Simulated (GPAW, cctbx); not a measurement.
# By hand: from a DFT structure factor to an extinction distance in (NaCl)1(CaS)1

(NaCl)1(CaS)1, P4/mmm (no. 123), a = 4.0093 Å, b = 4.0093 Å, c = 5.7464 Å, α = 90.00°, β = 90.00°, γ = 90.00°.

```
atom  mult.    x    y    z
 Ca1      1  1/2  1/2  1/2
 Cl1      1  1/2  1/2    0
  S1      1    0    0  1/2
 Na1      1    0    0    0
```

The cell is a (NaCl)1(CaS)1 superlattice along [001] of the rock-salt type, started at the mean lattice constant and relaxed freely, with no substrate.

A DFT run (GPAW, PBE, 450 eV, 6×6×5 k-points (along the axes of the calculation cell), Fermi–Dirac width 0.05 eV) gives the static X-ray structure factor of 001 as 7.112 e for the conventional cell; superposed free atoms give 6.828 e. **Problem.** Find the Fourier component V of the crystal potential and the two-beam extinction distance at 120 kV in both cases.

**1. Geometry**

The cell volume is Ω = 92.37 Å³ and d(001) = 5.7464 Å, so g = 1/d = 0.1740 Å⁻¹.

**2. The nuclei**

Electrons feel nuclei as well as electrons, so the nuclear charges are summed with the same phases.

Phase sums Σ exp(2πi h·x), turned so that the total is real and positive: Ca +1.000, Cl -1.000, S +1.000, Na -1.000. Then F_Z = 20 × (+1.000) + 17 × (-1.000) + 16 × (+1.000) + 11 × (-1.000) = 8.00 e. The electron term has the same sign for this reflection.

**3. Mott–Bethe**

Poisson's equation, term by term, gives V = (e/4πε₀)(F_Z − F)/(πΩg²), with e/4πε₀ = 14.3996 V Å.

The prefactor is 14.3996 × 5.7464²/(π × 92.37) = 1.63854 V per electron. Free atoms: (8.00 − 6.828) × 1.63854 = 1.920 V. Crystal: (8.00 − 7.112) × 1.63854 = 1.455 V. F changes by +4.16 % and V by -24.2 %: the same 0.28 e is measured against F_Z − F = 1.2 e in place of F = 6.8 e.

**4. Extinction distance**

In the two-beam case ξ = 1/(λU) with U = 2γm₀eV/h², that is ξ = 150.41 V Å²/(γλV).

At 120 kV, λ = 0.03349 Å and γ = 1.2348. Free atoms: ξ = 1894 Å. Crystal: ξ = 2500 Å. The thickness fringes go as sin²(πt/ξ), so the two patterns slip by a quarter of a period when t|1/ξ₁ − 1/ξ₀| = 1/4, at t ≈ 195 nm. Thermal motion, absorption and many-beam coupling, left out here, change a real pattern.

**5. Answer**

V(001) is 1.46 V against 1.92 V, and ξ is 2500 against 1894 Å. Limits: static atoms, two beams.

[Outputs are excerpts: Python notices, other lines and further rows are left out; steps that failed or that the build refused (PBEsol, TPSS) are not shown.]

[Logs are printed without paths, hosts, clocks, repeated set-up lines and the standing remarks that a program may print on its own settings, such as how far it seeks lower states.]
